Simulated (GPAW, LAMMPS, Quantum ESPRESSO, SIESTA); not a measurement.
# Amorphous film on crystalline C with 5 % Si on C sites, (100) (216 atoms): one structure in several programs

Wanted: errors and costs of other methods on amorphous film on crystalline C with 5 % Si on C sites, (100) (216 atoms). A plane-wave run serves as the reference.

Calculated with Quantum ESPRESSO 7.5; Kohn-Sham DFT, PBE, SSSP efficiency 1.3.0 pseudopotentials, plane waves.

### Step 1. The starting structure

The cell holds 216 atoms: 205 C and 11 Si. Cell: a = 10.698 Å, b = 10.698 Å, c = 22.983 Å, α = 90.0°, β = 90.0°, γ = 90.0°. It derives from C (diamond C). A 3 x 3 x 3 block of diamond C (a = 3.566 Å), 5 % of C replaced at random by Si with its (100) planes normal to z; the lower 33 % held fixed, the rest melted at 8000 K for 10 ps and cooled to 500 K at 100 K/ps with the Tersoff potential (Tersoff, Phys. Rev. B 39, 5566 (1989)); then all atoms free for 10 ps at 500 K, under 12 Å of vacuum. Minimised at fixed cell. Regions: crystal, 72 atoms (69 C and 3 Si); amorphous, 144 atoms (136 C and 8 Si). Vacuum lies along c.

### Step 2. The reference run

pw.in reads:

```
&control
  calculation = 'scf'
  pseudo_dir = './pseudo'
  outdir = './tmp'
  disk_io = 'none'
  tprnfor = .true.
/
&system
  ibrav = 0
  nat = 216
  ntyp = 2
  ecutwfc = 45
  ecutrho = 360
  nosym = .true.
  occupations = 'smearing'
  smearing = 'fd'
  degauss = 0.003675
/
&electrons
  conv_thr = 1.1e-06
  electron_maxstep = 100
  mixing_beta = 0.2
  mixing_mode = 'local-TF'
  diagonalization = 'david'
/
ATOMIC_SPECIES
C 12.011 C.upf
Si 28.085 Si.upf
CELL_PARAMETERS angstrom
10.69800 0.00000 0.00000
0.00000 10.69800 0.00000
0.00000 0.00000 22.98329
ATOMIC_POSITIONS crystal
C 0.99416 0.14189 0.11566
C 0.07444 0.22097 0.14851
C 0.99069 0.30062 0.18760
C 0.07462 0.38613 0.22523
C 0.15389 0.13647 0.18734
C 0.23661 0.22163 0.22551
C 0.15559 0.30304 0.11556
C 0.23742 0.38582 0.14770
C 0.99088 0.46587 0.11386
C 0.07280 0.55087 0.14645
C 0.98968 0.63409 0.18524
C 0.07025 0.71992 0.22260
[... 200 atom lines left out ...]
C 0.14491 0.62231 0.61527
C 0.45716 0.71259 0.59177
C 0.85740 0.88828 0.47320
C 0.35648 0.43784 0.61288
K_POINTS gamma
```

Launch:

```
$ OMP_NUM_THREADS=1 mpirun -np 4 pw.x -in pw.in > output.txt
```

Log:

```text
Program PWSCF
     gamma-point specific algorithms are used
     one sub-group per band group will be used
     scalapack distributed-memory algorithm (size of sub-group:  2*  2 procs)
     Parallelization info
     sticks:   dense  smooth     PW     G-vecs:    dense   smooth      PW
     Min        2927    1462    365               511828   180894   22642
     Max        2930    1464    368               511838   180907   22652
     Sum       11713    5853   1465              2047327   723605   90589
     bravais-lattice index     =            0
     lattice parameter (alat)  =      20.2163  a.u.
     unit-cell volume          =   17750.6387 (a.u.)^3
     number of atoms/cell      =          216
     number of atomic types    =            2
     number of electrons       =       864.00
[... lines left out ...]
     scf convergence threshold =      1.1E-06
[... lines left out ...]
     number of k points=     1  Fermi-Dirac smearing, width (Ry)=  0.0037
[... lines left out ...]
     total energy              =   -3895.61416272 Ry
[... lines left out ...]
     total energy              =   -3891.24500862 Ry
[... lines left out ...]
     total energy              =   -3891.67442215 Ry
[... lines left out ...]
     total energy              =   -3891.57330290 Ry
[... lines left out ...]
     total energy              =   -3891.57330312 Ry
     estimated scf accuracy    <       0.00000140 Ry
     iteration # 23     ecut=    45.00 Ry     beta= 0.20
     negative rho (up, down):  2.871E-03 0.000E+00
     End of self-consistent calculation
          k = 0.0000 0.0000 0.0000 ( 45295 PWs)   bands (ev):
   -17.5999 -16.7428 -16.6144 -16.4995 -16.4424 -16.3609 -15.8660 -15.7917
   -15.6497 -15.5613 -15.4869 -15.3069 -15.2892 -15.1109 -14.9110 -14.8040
   -14.6795 -14.6490 -14.5682 -14.3097 -14.2519 -14.1138 -14.0370 -14.0076
[...]
7.5147   7.8269   7.8546   7.9541   7.9981   8.0695   8.0735   8.2047
     8.2335   8.3045   8.3387   8.3547   8.5048   8.5361   8.7016   8.7555
     8.8800   8.9015   9.0463   9.1140   9.2158   9.2371
     the Fermi energy is     3.8616 ev
!    total energy              =   -3891.57330293 Ry
     estimated scf accuracy    <       0.00000074 Ry
     smearing contrib. (-TS)   =      -0.02780276 Ry
     internal energy E=F+TS    =   -3891.54550017 Ry
     The total energy is F=E-TS. E is the sum of the following terms:
     one-electron contribution =  -31227.33057472 Ry
     hartree contribution      =   15971.07969517 Ry
     xc contribution           =   -1013.58795506 Ry
     ewald contribution        =   13642.38745701 Ry
     one-center paw contrib.   =   -1264.09412257 Ry
     convergence has been achieved in  23 iterations
     negative rho (up, down):  2.871E-03 0.000E+00
     Forces acting on atoms (cartesian axes, Ry/au):
     atom    1 type  1   force =    -0.02500167   -0.00756325   -0.09721378
     atom    2 type  1   force =     0.02129228    0.01231235    0.01346589
     atom    3 type  1   force =    -0.02019010   -0.00449873    0.02887151
[...]
atom  215 type  1   force =     0.04818933    0.01180211    0.00625608
     atom  216 type  1   force =     0.03934906    0.00560761    0.02739087
     Total force =     1.105191     Total SCF correction =     0.002247
     Message from routine punch:
     Nothing written, as per user request (disk_io='none')
```

The job ended after 14 min (4 MPI ranks of Arm Neoverse V2, shared host; peak memory 12 GiB; 56 min of CPU time).

Banners, paths, timers and routine set-up lines are dropped from the logs unmarked, and long logs keep their key lines alone; longer cuts are marked.

Numbers from this run:

```
r.m.s. force component : 1.116 eV/Å
longest force          : 5.723 eV/Å
```

### Step 3. What was run beside it

The programs:
- GPAW 26.7.0: PAW with atomic orbitals (LCAO), plane waves or a real-space grid of spacing h.
- Quantum ESPRESSO 7.5: plane waves; labels (QE) give functional, pseudopotential set and cutoffs of waves/density.
- SIESTA 5.4.2: numerical atomic orbitals, whose automatically made sets are far from complete, with PseudoDojo norm-conserving potentials that we converted to its format (checked against plane waves on the same files for H, C, O, Si, Ge and Ca alone); labels give functional, basis size, energy shift and mesh cutoff.

All use the same cell and atoms; the electronic-structure runs use the same k-mesh, and an electronic temperature of 580 K (0.05 eV) where levels are smeared.

Differences are against the plane-wave reference, forces as r.m.s. over components; share is that over the reference's r.m.s. force, slope the least-squares factor from reference forces to these. Total energies of different programs have different zeros and aren't compared.

| run | Δ force, r.m.s. (meV/Å) | share (%) | slope | cores | CPU time | memory (GiB) |
| --- | --- | --- | --- | --- | --- | --- |
| reference | - | - | - | 4 | 56 min | 12 |
| GPAW PBE, LCAO dzp, h 0.2 Å | 136 | 12.2 | 1.021 | 4 | 50 min | 6.2 |
| GPAW PBE, LCAO dzp, h 0.2 Å, other mixer settings | 137 | 12.2 | 1.022 | 4 | 58 min | 6.0 |
| GPAW PBE, plane waves 450 eV | 20.1 | 1.80 | 1.004 | 4 | 50 min | 4.8 |
| QE PBE, sssp-1.3.0-efficiency, 45/360 Ry, rmm-davidson | 0.134 | 0.012 | 1.000 | 4 | 59 min | 12 |
| SIESTA PBE, DZP, shift 0.01 Ry, mesh 200 Ry | 183 | 16.4 | 1.022 | 4 | 18 min | 2.9 |
| SIESTA PBE, DZP, shift 0.01 Ry, mesh 300 Ry | 183 | 16.4 | 1.022 | 4 | 25 min | 3.9 |
| SIESTA PBE, SZP, shift 0.01 Ry, mesh 300 Ry (coarse) | 554 | 49.7 | 1.081 | 4 | 15 min | 3.0 |

Rows marked coarse were listed beforehand as settings not expected to be converged; some can still land near the reference.

CPU time is summed over cores on a shared host, where runs went side by side, so it is rough. Symmetry, cutoffs, thresholds, outputs and thread counts weren't matched or tuned between programs; memory under MPI is the largest rank's times the ranks.

Within one program, basis, potentials and functional, energies share a zero. Each run against its twin at the usual cutoff or grid and solver:

| run | twin | Δ energy (meV/atom) | Δ force, r.m.s. (meV/Å) | CPU time over the twin's |
| --- | --- | --- | --- | --- |
| GPAW PBE, LCAO dzp, h 0.2 Å, other mixer settings | LCAO dzp, h 0.2 Å | 0 | 6.06 | 1.1 |
| QE PBE, sssp-1.3.0-efficiency, 45/360 Ry, rmm-davidson | sssp-1.3.0-efficiency, 45/360 Ry | 0 | 0.134 | 1.1 |
| SIESTA PBE, DZP, shift 0.01 Ry, mesh 200 Ry | DZP, shift 0.01 Ry, mesh 300 Ry | 0.0857 | 0.926 | 0.73 |

### Step 4. Summary of results

* reference r.m.s. force component: 1.12 eV/Å
* nearest in forces: QE PBE, sssp-1.3.0-efficiency, 45/360 Ry, rmm-davidson, 0.012 %
* farthest in forces: SIESTA PBE, SZP, shift 0.01 Ry, mesh 300 Ry (coarse), 50 %
* cheapest electronic-structure run beside the reference: SIESTA PBE, SZP, shift 0.01 Ry, mesh 300 Ry, 15 min of CPU time

In words: PBE on plane waves or a grid with other potentials, cutoffs or grids, coarse settings apart, differs from the reference by 1.8 % (GPAW PBE, plane waves 450 eV) of the r.m.s. force; this holds the reference's own error, so differences of a few per cent don't tell which side is nearer the exact PBE result. With the reference's own potentials and cutoffs, another solver or threshold moves forces by 0.012 % (QE PBE, sssp-1.3.0-efficiency, 45/360 Ry, rmm-davidson). The PBE runs in local orbitals, coarse settings apart, differ by 12 % (GPAW PBE, LCAO dzp, h 0.2 Å) to 16 % (SIESTA PBE, DZP, shift 0.01 Ry, mesh 200 Ry); basis, grid and potentials can all enter. Runs with settings chosen to be coarse differ by 50 % (SIESTA PBE, SZP, shift 0.01 Ry, mesh 300 Ry), their programs' other errors included. Of the electronic-structure runs that take under half the reference's CPU time, SIESTA PBE, DZP, shift 0.01 Ry, mesh 300 Ry is among the nearest, at 16 % in 25 min against 56 min. In the reference: levels near the Fermi energy are neither full nor empty under the smearing, so no gap is quoted. The network of bonds at the start is that of the classical potential that made the cell, and needn't be the one that DFT or experiment would give. The runs have no spin polarisation, so any moments at edges, vacancies or dangling bonds can't form. The electronic-structure runs sample only Γ, in a cell whose shortest periodic width is 11 Å, which is coarse for a cell with partly filled levels.

[Also dropped from logs without a mark: logging warnings of Python, and SIESTA's first energy breakdown and zero terms.]

[Logs are printed without paths, hosts, clocks, repeated set-up lines and the standing remarks that a program may print on its own settings, such as how far it seeks lower states.]

[Hosts, paths, dates, database ids (printed as entryN), source tags and the programs' standing remarks are cut or masked in the printed files.]
